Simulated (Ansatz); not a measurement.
# Changed inputs in constrained RPA: ScF3 (Pm-3m)

Wanted: the sensitivity and cost of U and J for ScF3 (Pm-3m).

Method: constrained RPA on LDA, plane waves, PAW, in Ansatz 0.2.0.

## Step 1: The structure

The structure is cubic, space group Pm-3m (No. 221). Conventional cell: a = 4.012 Å, b = 4.012 Å, c = 4.012 Å, α = 90.00°, β = 90.00°, γ = 90.00°. Nearest to Sc lie 6 F at 2.01 Å. F has 2 Sc at 2.01 Å nearest. Farther neighbours and most contacts between anions are not listed.

Structure file:

```cif
data_structure
_symmetry_space_group_name_H-M 'Pm-3m'
_symmetry_Int_Tables_number 221
_cell_length_a 4.0125
_cell_length_b 4.0125
_cell_length_c 4.0125
_cell_angle_alpha 90.000
_cell_angle_beta 90.000
_cell_angle_gamma 90.000
_cell_volume 64.60
loop_
_atom_site_label
_atom_site_type_symbol
_atom_site_symmetry_multiplicity
_atom_site_Wyckoff_symbol
_atom_site_fract_x
_atom_site_fract_y
_atom_site_fract_z
_atom_site_occupancy
Sc1 Sc 1 a 0.00000 0.00000 0.00000 1
F1 F 3 d 0.50000 0.00000 0.00000 1
```

The cell and positions come from the Crystallography Open Database and are kept as given unless a step says otherwise. The program's search for lower electronic states was switched off, so nothing shows that the state found is the lowest. The default PAW set here is soft_2. Its files were made with PBE.

## Step 2: Base: Sc t2g, bands c1 to c3, 4×4×4 mesh, medium accuracy

Constrained RPA screens the interaction with every transition except those inside the target bands, which a later many-body model would treat itself.

Input file input.yaml:

```yaml
crystal:
  lattice:
    - [-4.01245, 0.0, 0.0]
    - [0.0, 0.0, -4.01245]
    - [0.0, -4.01245, 0.0]
  atoms:
    - { symbol: Sc, position: [0.0, 0.0, 0.0] }
    - { symbol: F, position: [0.5, 0.0, 0.0] }
    - { symbol: F, position: [0.0, 0.5, 0.0] }
    - { symbol: F, position: [0.0, 0.0, 0.5] }
kpoints:
  mp_grid: { grid: [6, 6, 6] }
hamiltonian:
  xc: lda
scf:
  occupations: { method: gaussian, width: 0.08 }
  n_extra_bands: 19
  max_iter: 150
  lower_state_search: "off"
output:
  crpa:
    kmesh: [4, 4, 4]
    target_bands: [c1, c3]
    projections: [{ species: Sc, l: d, shell: 3, orbitals: [dxz, dyz, dxy] }]
  local_orbitals:
    kmesh: [8, 8, 8]
    orbitals: [{ species: Sc, l: d, shell: 3, orbitals: [dxz, dyz, dxy] }]
    window: { bands: [c1, c3] }
    seedname: lo
```

The run is started by

```
$ ansatz run input.yaml --threads 4 --pin off --max-ram 9216MiB --backend cpu --events-out ev --progress --plain --runs-dir out
```

Numbers of over 12 decimals in the logs are rounded to 6 here.

The log of the run:

```text
scf.n_extra_bands = 19 over 16 filled bands (N_el = 32.0): the run solves 35 bands
Engine: ansatz 0.2.0, aarch64-unknown-linux-gnu
Pseudopotentials: kind: paw
Pseudopotential: Sc, paw, valence charge 11, recommended cutoff 420 eV (normal), Sc.paw.azcp
Pseudopotential: F, paw, valence charge 7, recommended cutoff 420 eV (normal), F.paw.azcp
Functional definition: SPW92
  exchange = slater_x
  correlation = pw_c
Crystal: 4 atoms, lattice volume = 64.599 Å³
Basis set: ecut = 420 eV, 1237 PW (Γ)
Bands: 35, of which v1, the nominal top of the filled ones, is band 16 counted from 1 (15 counted from 0)
Symmetry: 48 space group operations
Space group: Pm-3m (ITA 221), of the structure as read, at distance tolerance 4.0e-5 Å
k-points: 20 of 216
Non-local potential: Sc, projectors of the file, l = 0: 3, l = 1: 2, l = 2: 3, l = 3: 1
Non-local potential: F, projectors of the file, l = 0: 2, l = 1: 2, l = 2: 1
PAW form: soft (Blöchl's): semilocal exchange-correlation on the pseudo side does not see the compensation charge
PAW frozen core: Sc, regenerated for the run's functional, and the local potential with it (the file was generated under x = pbe(κ = 0.804, μ = 0.219515), c = pbe(β = 0.066725))
PAW frozen core: F, regenerated for the run's functional, and the local potential with it (the file was generated under x = pbe(κ = 0.804, μ = 0.219515), c = pbe(β = 0.066725))
PAW one-centre angular grid: Sc, 590 points (default); XC on 64 Gauss nodes
PAW one-centre angular grid: F, 110 points (default); XC on 64 Gauss nodes
Initial density: superposition of atomic densities (neutral atoms: chi_scale 0, normalization atom), corrected by the library's trained network
Initial wavefunctions: pseudopotential atomic-orbital guess
Functional: x = slater, c = lda
SCF iter   1: F=—  HF=-4477.827598 eV  |F-HF|=—  |Δ(HF+E_count)|=         —  Δρ=1.81e-2  dr2=1.53e-1  ethr=1.77e-3  ⟨swp⟩=5.2  Hψ=3213  notcnv=0  defer=96
preconditioner: auto → Resta (q_TF=auto, 2.427 Å⁻¹)  ε∞=2.0  [insulator: Δε(μ)=5.911 eV  Ē_g=25.686 eV  σ=0.080 eV  W_gap=1.00  n_scr=18 (ndim 8)  ℏωp=25.3 eV  f_vac=0.292  D(μ)=0.00/eV (n_scr^D=0)  ε∞_Penn≈2.0]
SCF iter   2: F=—  HF=-4477.791295 eV  |F-HF|=—  |Δ(HF+E_count)|=   3.63e-2  Δρ=7.55e-3  dr2=1.75e-2  ethr=4.78e-4  ⟨swp⟩=2.1  Hψ=1144  notcnv=0  defer=239
SCF iter   3: F=—  HF=-4477.786081 eV  |F-HF|=—  |Δ(HF+E_count)|=   5.21e-3  Δρ=1.82e-3  dr2=1.14e-3  ethr=5.46e-5  ⟨swp⟩=2.0  Hψ=756  notcnv=0  defer=239
SCF iter   4: F=—  HF=-4477.785711 eV  |F-HF|=—  |Δ(HF+E_count)|=   3.70e-4  Δρ=2.95e-4  dr2=3.54e-5  ethr=3.57e-6  ⟨swp⟩=2.4  Hψ=618  notcnv=0  defer=239
SCF iter   5: F=—  HF=-4477.785706 eV  |F-HF|=—  |Δ(HF+E_count)|=   5.40e-6  Δρ=3.37e-5  dr2=5.39e-7  ethr=1.11e-7  ⟨swp⟩=1.9  Hψ=615  notcnv=0  defer=239
SCF iter   6: F=-4477.785706 eV  HF=-4477.785706 eV  |F-HF|=1.91e-8  |Δ(HF+E_count)|=   2.33e-7  Δρ=6.62e-6  dr2=3.45e-8  ethr=3.13e-10  ⟨swp⟩=8.2  Hψ=3471  notcnv=0
SCF 1 converged in 6 iterations: F = -4477.785706 eV  dr2 = 3.45e-8
[...]
NSCF: frozen V_eff on 38 k-points
NSCF: frozen V_eff on 10 k-points
[...]
cRPA screening: q 1/64
cRPA screening: q 2/64
cRPA screening: q 8/64 (q-point 3)
cRPA screening: q 11/64 (q-point 6)
cRPA screening: q 23/64 (q-point 7)
cRPA screening: q 35/64 (q-point 11)
cRPA screening: q 38/64 (q-point 22)
cRPA screening: q 46/64 (q-point 23)
cRPA screening: q 58/64 (q-point 27)
cRPA screening: q 64/64 (q-point 43)
SCF converged after 6 iterations
Free energy (F): -4477.785706 eV
Harris-Foulkes:  -4477.785706 eV  (|F-HF|=1.91e-8)
Internal energy: -4477.785706 eV  (E = F + TS)
E sigma→0 (E₀):  -4477.785706 eV
Fermi energy:    2.495016 eV
--- Per-component energies (eV) ---
  E_band       = -397.293762
  E_kinetic    = 876.686182
  E_local      = -3371.817654  (includes V_loc(G=0)·N_el)
  E_nonlocal   = 307.373629
  E_hartree    = 1268.734006
  E_xc         = -337.561595
  E_vxc        = -432.051264  (∫ρ·V_xc dr)
  E_paw        = -1470.585149  (= ΣΔE_a)
  E_vpaw       = -314.961568  (= ΣTr[D̂ρ^β])
  E_aug_tail   = 0.006134  (compensation charges beyond the density's cutoff)
  E_ewald      = -1751.265938
  E_core_change = 0.644678  (= ΣΔE_core)
  E_smearing   = -0.000000  (= −TS)
  E_closure    = -0.000000  (closes the sum)
  Σ components = -4477.785706   (vs F -4477.785706, Δ=0.00e0)
--- Band table (eV; the first three rows and the last of 20) ---
  k-point 0: bands = [... 12 lower, -1.1987, -1.1498, -1.1498, -1.1498, 5.6016, 5.6016, 5.6016, 7.0285, ... 15 higher]
  k-point 1: bands = [... 12 lower, -1.3187, -1.2312, -1.1640, -1.1640, 5.6118, 5.8318, 5.8318, 7.3651, ... 15 higher]
  k-point 2: bands = [... 12 lower, -1.6031, -1.2928, -1.1611, -1.1611, 5.6323, 6.2895, 6.2895, 7.3904, ... 15 higher]
  k-point 19: bands = [... 12 lower, -2.9102, -0.6123, -0.6123, -0.6123, 7.2488, 7.2488, 7.2488, 10.1821, ... 15 higher]
--- cRPA (band scheme, projected local orbitals): target bands 17..19 (1-based), 3 Wannier function(s), 4×4×4 mesh, 38 bands' worth read of 43 solved, ecut_chi 136.0 eV, v(q+G=0) probe_charge, pair densities all_electron ---
  bands read: the sum over 38 bands ends inside a degenerate multiplet in 3 slots, whose members it reads at an even weight; the widest, k=2: bands 38 to 39 (counted from 1) at 1/2 each
  χ-basis size per q: N_G = 208..251
  window electrons = 0.0000, filled by tetrahedron_uncorrected; constrained ε̄⁻¹(q = 0, 0) head = 0.451387; min gauge Gram eig = 0.7603
  Kanamori averages over each shell's own Wannier functions (sites counted from 0, functions from 1):
    Site 0, 3D, 3 of 5 d orbitals (Wannier functions 1, 2, 3; wannier90's mr 2, 3, 5):
      screened: U = 7.0698 eV, U' = 6.1292 eV, J = 0.4668 eV
      screened, to within: U = 9.3e-3 eV, U' = 9.3e-3 eV, J = 6.3e-4 eV
      bare: V = 15.9463 eV, V' = 14.7484 eV, J = 0.5907 eV
  Hermiticity witness max|P − P†| over intra, direct and exchange elements: 7.11e-15 eV (screened), 3.02e-23 eV (bare)
  Reality witness max|Im| over intra, direct and exchange elements: 1.21e-19 eV (screened), 2.49e-19 eV (bare)
```

Wall time 16 s (4 threads of Arm Neoverse V2, shared host); peak memory 0.46 GiB; 57 s of CPU time.

The column dr2 measures how far the density is from self-consistency, as an energy; F and HF (Harris–Foulkes) agree once it is small.

This step gave:

* U: 7.070 eV
* U prime (inter-orbital): 6.129 eV
* J: 0.4668 eV
* bare V: 15.95 eV
* bare J: 0.5907 eV
* stated bound on U: 0.009252 eV
* U over bare V: 0.4434
* electrons in the window: 0
* head of the constrained inverse dielectric matrix: 0.4514
* least eigenvalue of the projection's overlap: 0.7603
* target functions: 3
* bands in the sums: 38
* r.m.s. miss of the model bands: 3.59e-5 eV
* width of the target bands: 1.647 eV
* weight of the projected orbitals in the window: 0.8840

On the Sc t2g shell, screening brings the on-site interaction from 15.9 eV down to U = 7.07 eV.

## Step 3: Changed: 6×6×6 mesh

input.yaml, the sections that differ from step 2:

```yaml
output:
  crpa:
    kmesh: [6, 6, 6]
    target_bands: [c1, c3]
    projections: [{ species: Sc, l: d, shell: 3, orbitals: [dxz, dyz, dxy] }]
# crystal, kpoints, hamiltonian, scf: as in step 2
```

The log of the run:

```text
[...]
Crystal: 4 atoms, lattice volume = 64.599 Å³
Basis set: ecut = 420 eV, 1237 PW (Γ)
Bands: 35, of which v1, the nominal top of the filled ones, is band 16 counted from 1 (15 counted from 0)
Symmetry: 48 space group operations
[...]
k-points: 20 of 216
[...]
SCF iter   1: F=—  HF=-4477.827598 eV  |F-HF|=—  |Δ(HF+E_count)|=         —  Δρ=1.81e-2  dr2=1.53e-1  ethr=1.77e-3  ⟨swp⟩=5.2  Hψ=3213  notcnv=0  defer=96
[...]
SCF iter   6: F=-4477.785706 eV  HF=-4477.785706 eV  |F-HF|=1.91e-8  |Δ(HF+E_count)|=   2.33e-7  Δρ=6.62e-6  dr2=3.45e-8  ethr=3.13e-10  ⟨swp⟩=8.2  Hψ=3471  notcnv=0
SCF 1 converged in 6 iterations: F = -4477.785706 eV  dr2 = 3.45e-8
[...]
NSCF: frozen V_eff on 20 k-points
[...]
cRPA screening: q 1/216
cRPA screening: q 2/216
cRPA screening: q 8/216 (q-point 3)
cRPA screening: q 14/216 (q-point 4)
cRPA screening: q 17/216 (q-point 8)
[...]
cRPA screening: q 216/216 (q-point 130)
SCF converged after 6 iterations
Free energy (F): -4477.785706 eV
[...]
Internal energy: -4477.785706 eV  (E = F + TS)
E sigma→0 (E₀):  -4477.785706 eV
Fermi energy:    2.495016 eV
[...]
--- Band table (eV; the first three rows and the last of 20) ---
  k-point 0: bands = [... 12 lower, -1.1987, -1.1498, -1.1498, -1.1498, 5.6016, 5.6016, 5.6016, 7.0285, ... 15 higher]
  k-point 1: bands = [... 12 lower, -1.3187, -1.2312, -1.1640, -1.1640, 5.6118, 5.8318, 5.8318, 7.3651, ... 15 higher]
  k-point 2: bands = [... 12 lower, -1.6031, -1.2928, -1.1611, -1.1611, 5.6323, 6.2895, 6.2895, 7.3904, ... 15 higher]
  k-point 19: bands = [... 12 lower, -2.9102, -0.6123, -0.6123, -0.6123, 7.2488, 7.2488, 7.2488, 10.1821, ... 15 higher]
[...]
χ-basis size per q: N_G = 208..251
[...]
Site 0, 3D, 3 of 5 d orbitals (Wannier functions 1, 2, 3; wannier90's mr 2, 3, 5):
      screened: U = 7.0493 eV, U' = 6.1088 eV, J = 0.4668 eV
      screened, to within: U = 9.4e-3 eV, U' = 9.4e-3 eV, J = 6.2e-4 eV
      bare: V = 15.9336 eV, V' = 14.7358 eV, J = 0.5906 eV
[...]
```

Run time: 74 s. Hardware: 4 threads; peak memory 0.62 GiB.

Numbers from this step:

| Quantity | Value |
| --- | --- |
| U | 7.049 eV |
| U prime (inter-orbital) | 6.109 eV |
| J | 0.4668 eV |
| bare V | 15.93 eV |
| bare J | 0.5906 eV |
| stated bound on U | 0.009344 eV |
| U over bare V | 0.4424 |
| electrons in the window | 0 |
| head of the constrained inverse dielectric matrix | 0.4532 |
| least eigenvalue of the projection's overlap | 0.7603 |
| target functions | 3 |
| bands in the sums | 38 |
| width of the target bands | 1.647 eV |
| weight of the projected orbitals in the window | 0.8840 |

On the Sc t2g shell, screening brings the on-site interaction from 15.9 eV down to U = 7.05 eV.

## Step 4: Changed: 2×2×2 mesh

input.yaml, as its differences from that of step 3:

```diff
@@ -21,3 +21,3 @@
   crpa:
-    kmesh: [6, 6, 6]
+    kmesh: [2, 2, 2]
     target_bands: [c1, c3]
```

The log of the run:

```text
[...]
Crystal: 4 atoms, lattice volume = 64.599 Å³
Basis set: ecut = 420 eV, 1237 PW (Γ)
Bands: 35, of which v1, the nominal top of the filled ones, is band 16 counted from 1 (15 counted from 0)
Symmetry: 48 space group operations
[...]
k-points: 20 of 216
[...]
k-point 19: bands = [... 12 lower, -2.9102, -0.6123, -0.6123, -0.6123, 7.2488, 7.2488, 7.2488, 10.1821, ... 15 higher]
[...]
χ-basis size per q: N_G = 208..251
[...]
Site 0, 3D, 3 of 5 d orbitals (Wannier functions 1, 2, 3; wannier90's mr 2, 3, 5):
      screened: U = 7.2065 eV, U' = 6.2590 eV, J = 0.4687 eV
      screened, to within: U = 9.1e-3 eV, U' = 9.1e-3 eV, J = 6.5e-4 eV
      bare: V = 16.1091 eV, V' = 14.9058 eV, J = 0.5923 eV
[...]
[key lines of the parts left out:]
SCF converged after 6 iterations
Free energy (F): -4477.785706 eV
Fermi energy:    2.495016 eV
```

Run time: 3 s. Hardware: 4 threads; peak memory 0.4 GiB.

This step gave:

| Property | Result |
| --- | --- |
| U | 7.207 eV |
| U prime (inter-orbital) | 6.259 eV |
| J | 0.4687 eV |
| bare V | 16.11 eV |
| bare J | 0.5923 eV |
| stated bound on U | 0.009007 eV |
| U over bare V | 0.4474 |
| electrons in the window | 0 |
| head of the constrained inverse dielectric matrix | 0.4130 |
| least eigenvalue of the projection's overlap | 0.7603 |
| target functions | 3 |
| bands in the sums | 38 |
| width of the target bands | 1.647 eV |
| weight of the projected orbitals in the window | 0.8840 |

On the Sc t2g shell, screening brings the on-site interaction from 16.1 eV down to U = 7.21 eV.

## Step 5: Changed: sums over states on smooth products

input.yaml, as its differences from that of step 4:

```diff
@@ -21,4 +21,8 @@
   crpa:
-    kmesh: [2, 2, 2]
+    kmesh: [4, 4, 4]
     target_bands: [c1, c3]
     projections: [{ species: Sc, l: d, shell: 3, orbitals: [dxz, dyz, dxy] }]
+    accuracy: sum_over_states
+    pair_densities: pseudo
+    n_empty_bands: 32
+    ecut_chi: 136
```

The log of the run:

```text
[...]
Crystal: 4 atoms, lattice volume = 64.599 Å³
Basis set: ecut = 420 eV, 1237 PW (Γ)
Bands: 35, of which v1, the nominal top of the filled ones, is band 16 counted from 1 (15 counted from 0)
Symmetry: 48 space group operations
[...]
k-points: 20 of 216
[...]
χ-basis size per q: N_G = 208..251
[...]
U and J over all bands: no bound (output.crpa.accuracy: sum_over_states); those below are of the sums over the bands read on the sphere of ecut_chi alone
[...]
Site 0, 3D, 3 of 5 d orbitals (Wannier functions 1, 2, 3; wannier90's mr 2, 3, 5):
      screened: U = 7.3172 eV, U' = 6.2304 eV, J = 0.5417 eV
      bare: V = 15.9463 eV, V' = 14.7484 eV, J = 0.5907 eV
[...]
[key lines of the parts left out:]
SCF converged after 6 iterations
Free energy (F): -4477.785706 eV
Fermi energy:    2.495016 eV
```

Wall time 2.6 s (4 threads); peak memory 0.36 GiB; 8.7 s of CPU time.

This variant gives U = 7.32 eV against 7.07 eV. It is a finite sum over empty states with no bound on its error and stays out of the table below.

## Step 6: Changed: accuracy high

input.yaml, as its differences from that of step 5:

```diff
@@ -24,5 +24,2 @@
     projections: [{ species: Sc, l: d, shell: 3, orbitals: [dxz, dyz, dxy] }]
-    accuracy: sum_over_states
-    pair_densities: pseudo
-    n_empty_bands: 32
-    ecut_chi: 136
+    accuracy: high
```

The log of the run:

```text
[...]
Crystal: 4 atoms, lattice volume = 64.599 Å³
Basis set: ecut = 420 eV, 1237 PW (Γ)
Bands: 35, of which v1, the nominal top of the filled ones, is band 16 counted from 1 (15 counted from 0)
Symmetry: 48 space group operations
[...]
k-points: 20 of 216
[...]
k-point 19: bands = [... 12 lower, -2.9102, -0.6123, -0.6123, -0.6123, 7.2488, 7.2488, 7.2488, 10.1821, ... 15 higher]
[...]
χ-basis size per q: N_G = 208..251
[...]
Site 0, 3D, 3 of 5 d orbitals (Wannier functions 1, 2, 3; wannier90's mr 2, 3, 5):
      screened: U = 7.0705 eV, U' = 6.1297 eV, J = 0.4668 eV
      screened, to within: U = 7.5e-4 eV, U' = 7.5e-4 eV, J = 5.9e-5 eV
      bare: V = 15.9463 eV, V' = 14.7484 eV, J = 0.5907 eV
[...]
[key lines of the parts left out:]
SCF converged after 6 iterations
Free energy (F): -4477.785706 eV
Fermi energy:    2.495016 eV
```

The job ended after 23 s (4 threads; peak memory 0.52 GiB; 86 s of CPU time).

Numbers from this step:

| Quantity | Value |
| --- | --- |
| U | 7.070 eV |
| U prime (inter-orbital) | 6.130 eV |
| J | 0.4668 eV |
| bare V | 15.95 eV |
| bare J | 0.5907 eV |
| stated bound on U | 7.49e-4 eV |
| U over bare V | 0.4434 |
| electrons in the window | 0 |
| head of the constrained inverse dielectric matrix | 0.4514 |
| least eigenvalue of the projection's overlap | 0.7603 |
| target functions | 3 |
| bands in the sums | 38 |
| width of the target bands | 1.647 eV |
| weight of the projected orbitals in the window | 0.8840 |

On the Sc t2g shell, screening brings the on-site interaction from 15.9 eV down to U = 7.07 eV.

## Step 7: Changed: volume +3 %

The cell differs from the one that the last finished run ended in (a 4.012 → 4.052 Å, b 4.012 → 4.052 Å, c 4.012 → 4.052 Å).

input.yaml, the sections that differ from step 6:

```yaml
crystal:
  lattice:
    - [-4.0521798115, 0.0, 0.0]
    - [0.0, 0.0, -4.0521798115]
    - [0.0, -4.0521798115, 0.0]
  atoms:
    - { symbol: Sc, position: [0.0, 0.0, 0.0] }
    - { symbol: F, position: [0.5, 0.0, 0.0] }
    - { symbol: F, position: [0.0, 0.5, 0.0] }
    - { symbol: F, position: [0.0, 0.0, 0.5] }
output:
  crpa:
    kmesh: [4, 4, 4]
    target_bands: [c1, c3]
    projections: [{ species: Sc, l: d, shell: 3, orbitals: [dxz, dyz, dxy] }]
  local_orbitals:
    kmesh: [8, 8, 8]
    orbitals: [{ species: Sc, l: d, shell: 3, orbitals: [dxz, dyz, dxy] }]
    window: { bands: [c1, c3] }
    seedname: lo
# kpoints, hamiltonian, scf: as in step 6
```

The log of the run:

```text
[...]
Crystal: 4 atoms, lattice volume = 66.537 Å³
Basis set: ecut = 420 eV, 1309 PW (Γ)
Bands: 35, of which v1, the nominal top of the filled ones, is band 16 counted from 1 (15 counted from 0)
Symmetry: 48 space group operations
[...]
k-points: 20 of 216
[...]
k-point 19: bands = [... 12 lower, -3.0316, -0.8357, -0.8357, -0.8357, 6.7797, 6.7797, 6.7797, 9.5862, ... 15 higher]
[...]
χ-basis size per q: N_G = 232..280
[...]
Site 0, 3D, 3 of 5 d orbitals (Wannier functions 1, 2, 3; wannier90's mr 2, 3, 5):
      screened: U = 7.0661 eV, U' = 6.1212 eV, J = 0.4686 eV
      screened, to within: U = 9.4e-3 eV, U' = 9.4e-3 eV, J = 6.2e-4 eV
      bare: V = 15.9847 eV, V' = 14.7828 eV, J = 0.5928 eV
[...]
[key lines of the parts left out:]
SCF converged after 6 iterations
Free energy (F): -4477.734223 eV
Fermi energy:    2.196019 eV
```

Wall time 17 s (4 threads); peak memory 0.48 GiB; 65 s of CPU time.

This step gave:

| Item | Value |
| --- | --- |
| U | 7.066 eV |
| U prime (inter-orbital) | 6.121 eV |
| J | 0.4686 eV |
| bare V | 15.98 eV |
| bare J | 0.5928 eV |
| stated bound on U | 0.009325 eV |
| U over bare V | 0.4421 |
| electrons in the window | 0 |
| head of the constrained inverse dielectric matrix | 0.4530 |
| least eigenvalue of the projection's overlap | 0.7621 |
| target functions | 3 |
| bands in the sums | 38 |
| r.m.s. miss of the model bands | 2.36e-5 eV |
| width of the target bands | 1.553 eV |
| weight of the projected orbitals in the window | 0.8857 |

On the Sc t2g shell, screening brings the on-site interaction from 16.0 eV down to U = 7.07 eV.

(Continued in part 2 of 2.)

[Paths, hosts, dates, memory and timing lines, banners, echoed tables and standing remarks are left out of the program output.]

[Logs are printed without paths, hosts, clocks, repeated set-up lines and the standing remarks that a program may print on its own settings, such as how far it seeks lower states.]

[Runs of the session that timed out or met a known fault of the program may be left out.]

[Hosts, paths, dates, database ids (printed as entryN), source tags and the programs' standing remarks are cut or masked in the printed files.]
